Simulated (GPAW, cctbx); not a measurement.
# Reading charge transfer from structure factors

HfW3, Pm-3n (no. 223), a = 5.1984 Å, b = 5.1984 Å, c = 5.1984 Å, α = 90.00°, β = 90.00°, γ = 90.00°.

```csv
atom,mult.,x,y,z
W1,6,0,1/2,1/4
Hf1,2,1/2,1/2,1/2
```

The start was made by putting kin elements into a known structure type; the compound need not exist, or be stable, in this form.

Absolute values of the static structure factors of the conventional cell from DFT (PBE, GPAW) against free spherical atoms, in electrons:

| hkl | d (Å) | free atoms | crystal |
| --- | --- | --- | --- |
| 011 | 3.676 | 3.79 | 3.78 |
| 020 | 2.599 | 248.59 | 248.46 |
| 021 | 2.325 | 245.34 | 244.77 |
| 121 | 2.122 | 236.39 | 235.81 |
| 022 | 1.838 | 3.01 | 2.65 |
| 031 | 1.644 | 2.99 | 2.91 |
| 222 | 1.501 | 216.14 | 216.02 |
| 032 | 1.442 | 209.66 | 209.88 |
| 132 | 1.389 | 203.35 | 203.49 |
| 040 | 1.300 | 397.48 | 398.38 |

**Question.** Which way does charge move, and which reflections show it best?

Project each element's phase sum on the total phase. At low angle |F| should rise if density moves to atoms that scatter in phase and fall if it moves to atoms that scatter against it.

| hkl | W in phase | Hf in phase | change (e) | (%) |
| --- | --- | --- | --- | --- |
| 011 | +2.0 | -2.0 | -0.01 | -0.2 |
| 020 | +2.0 | +2.0 | -0.13 | -0.1 |
| 021 | +4.0 | 0.0 | -0.57 | -0.2 |
| 121 | +2.0 | +2.0 | -0.58 | -0.2 |
| 022 | +2.0 | -2.0 | -0.36 | -12.0 |
| 031 | +2.0 | -2.0 | -0.08 | -2.7 |
| 222 | +6.0 | -2.0 | -0.12 | -0.1 |
| 032 | +4.0 | 0.0 | +0.22 | +0.1 |

Low-angle reflections that set elements apart and change by more than 0.05 e: 021 and 022. The real-space density gives Voronoi charges W -0.01, Hf +0.04 e. The rule read on the reflections points the other way from these charges in every case, so the two measures disagree on the direction. The reflections see the density near the nuclei and the atoms' change of size and shape; Voronoi cells count what crosses the midplanes.

[Outputs are excerpts: Python notices, other lines and further rows are left out; steps that failed or that the build refused (PBEsol, TPSS) are not shown.]

[Logs are printed without paths, hosts, clocks, repeated set-up lines and the standing remarks that a program may print on its own settings, such as how far it seeks lower states.]
